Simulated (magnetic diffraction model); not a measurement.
## DyZnCu below its ordering temperature

Space group P6_3/mmc (no. 194), a = 4.2770 Å, c = 6.9370 Å.

| site | atom | x | y | z |
| --- | --- | --- | --- | --- |
| 2a | Dy | 0 | 0 | 1/2 |
| 2d | Zn | 1/3 | 2/3 | 3/4 |
| 2c | Cu | 1/3 | 2/3 | 1/4 |

The compound is invented for this exercise: a known structure type with other elements, its cell scaled to their sizes and not relaxed.

Only Dy is taken to order (form factors of Dy3+); orders and moment sizes are assumed, and not adapted to the symmetry. Radiation: neutrons of λ = 2.41 Å (absorption by Dy left out), 8° to 90°; isotropic B of 0.28 Å² (Dy), 0.28 Å² (Zn) and 0.35 Å² (Cu). The intensities are simulated: I ∝ L Σ (|F_N|² + |F_M⊥|²) for unpolarised neutrons, with F_M = 2.695 fm/μB × Σ f(s) S exp(2πi Q·r) exp(−B s²) at Q = H ± k (one set where k and −k are equivalent), only the part normal to Q counting and L = 1/(sin²θ cos θ). For collinear order S is the moment m, which repeats by lattice and centring translations R with the sign exp(−2πi k·R). Form factors are spin-only for 3d ions and dipole or tabulated for f ions, scattering lengths are Sears's of 1992, and absorption is left out. A label names one of the reflections at its angle. The strongest nuclear line in the range is 100, and lines under 0.2 are left out.

Above the ordering temperature:

| 2θ (°) | index | I |
| --- | --- | --- |
| 37.97 | (1 0 0) | 18.9 |
| 40.66 | (0 0 2) | 0.7 |
| 43.28 | (1 0 1) | 0.9 |
| 56.84 | (1 0 2) | 100.0 |
| 68.59 | (1 1 0) | 62.0 |
| 75.81 | (1 0 3) | 0.4 |
| 81.18 | (2 0 0) | 5.7 |
| 82.90 | (1 1 2) | 1.3 |
| 84.67 | (2 0 1) | 0.3 |
| 88.03 | (0 0 4) | 15.3 |

Below it (cell unchanged):

```tsv
2θ (°)	I
27.53	135.2
37.97	18.9
38.66	18.2
40.66	0.7
43.28	0.9
55.30	38.3
56.84	100.0
62.39	23.2
66.17	20.4
68.59	62.0
72.66	12.9
75.42	4.7
75.81	0.4
81.18	5.7
82.90	1.3
84.67	0.3
85.04	19.9
88.03	15.3
```

**Question.** Check that the new lines index with k = (0 1/2 0), then choose among these models:
A. collinear moments along [100], 9.6 μB on Dy; signs + at (0, 0, 1/2), + at (0, 0, 0)
B. collinear moments along [120], 9.6 μB on Dy; signs + at (0, 0, 1/2), + at (0, 0, 0)
C. collinear moments along [120], 9.6 μB on Dy; signs + at (0, 0, 1/2), − at (0, 0, 0)
D. collinear moments along [100], 9.6 μB on Dy; signs + at (0, 0, 1/2), − at (0, 0, 0)

The new lines index as (0 1/2 1) at 27.53°, (1 -1/2 1) at 38.66°, (1 1/2 1) at 55.30° and (0 3/2 1) at 62.39°, that is as H ± k with k = (0 1/2 0), one of 3 inequivalent arms of its star (k and −k counted as one), which a powder can't tell apart. Half indices mean that the moments reverse under translations with k·R a half-integer, and the magnetic cell has twice the primitive volume.

Magnetic intensity, observed (below minus above) and for each model:

| 2θ (°) | index | observed | A | B | C | D |
| --- | --- | --- | --- | --- | --- | --- |
| 18.72 | (0 1/2 0) | <0.2 | 149.6 | <0.2 | <0.2 | <0.2 |
| 27.53 | (0 1/2 1) | 135.2 | <0.2 | <0.2 | 72.0 | 135.2 |
| 32.73 | (1 -1/2 0) | <0.2 | <0.2 | 47.0 | <0.2 | <0.2 |
| 38.66 | (1 -1/2 1) | 18.2 | <0.2 | <0.2 | 66.0 | 18.2 |
| 45.12 | (0 1/2 2) | <0.2 | 47.3 | 38.8 | <0.2 | <0.2 |
| 53.14 | (1 -1/2 2) | <0.2 | 20.0 | 33.1 | <0.2 | <0.2 |
| 55.30 | (1 1/2 1) | 38.3 | <0.2 | <0.2 | 30.8 | 38.3 |
| 67.16 | (1 1/2 2) | <0.2 | 29.3 | 25.9 | <0.2 | <0.2 |

Model D matches.

The absence at (0 1/2 0) is telling: the sublattices cancel there.

The structure used: k = (0 1/2 0), collinear moments along [100], 9.6 μB on Dy; signs + at (0, 0, 1/2), − at (0, 0, 0).

[Logs are printed without paths, hosts, clocks, repeated set-up lines and the standing remarks that a program may print on its own settings, such as how far it seeks lower states.]
